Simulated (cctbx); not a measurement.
# What resolution and counting buy: Sm2TiAl4Rh4

Space group Fmmm (no. 69), a = 5.9050 Å, b = 10.6560 Å, c = 11.9170 Å, α = 90.00°, β = 90.00°, γ = 90.00°.

```
atom  mult.    x       y       z  Ueq (Å²)
 Sm1      8    0       0  0.8598    0.0057
 Rh1      8  1/4     3/4       0    0.0064
 Rh2      8  3/4     3/4     3/4    0.0058
 Ti1      4  1/2       0       0    0.0103
 Al1     16  1/2  0.8359  0.8703    0.0091
```

The model was made for the exercise: a known structure type with other elements put in, its volume estimated, not relaxed; displacement parameters are assumed.

Five simulated data sets (cctbx; Ag Kα, λ = 0.56087 Å; 1.5 % proportional error) differ in resolution or exposure (noise floor 4 counts in the first three, 8 in the last two). Each is refined with the right model, isotropic at 1.1 Å and anisotropic otherwise. How do the figures of merit and the uncertainties move?

| d min (Å) | top counts | ⟨I/σ⟩ (unmerged, absences included) | unique | param. (scale apart) | Rint | R1 | GooF | largest s.u. xyz (fractional) | s.u. U of Al1 (Å²) | largest error (Å) |
| --- | --- | --- | --- | --- | --- | --- | --- | --- | --- | --- |
| 1.1 | 20000 | 6.2 | 93 | 8 | 0.020 | 0.0147 | 1.60 | 0.00028 | 0.0009 | 0.0021 |
| 0.84 | 20000 | 5.5 | 197 | 20 | 0.016 | 0.0081 | 0.90 | 0.00011 | 0.0006 | 0.0011 |
| 0.6 | 20000 | 4.9 | 510 | 20 | 0.021 | 0.0100 | 0.93 | 0.00007 | 0.0003 | 0.0015 |
| 0.75 | 300 | 0.4 | 267 | 20 | 0.305 | 0.0678 | 0.90 | 0.00158 | 0.0065 | 0.0258 |
| 0.75 | 3000 | 2.1 | 267 | 20 | 0.055 | 0.0224 | 0.90 | 0.00029 | 0.0013 | 0.0038 |

GooF reaches 1.6 where the model lacks something that the data hold (anisotropy at the isotropic level, for one). The s.u. of U for Al1 goes 0.0009, 0.0006, 0.0003 Å² with resolution and 0.0065, 0.0013 Å² with exposure.

The 1.1 Å row also differs in its displacement model, so it isn't a clean test of resolution.

Hardware for the 0.6 Å refinement: 0.52 s on 1 thread of Arm Neoverse N1, with other jobs on the host, peak memory 0.09 GiB.

[Logs are printed without paths, hosts, clocks, repeated set-up lines and the standing remarks that a program may print on its own settings, such as how far it seeks lower states.]
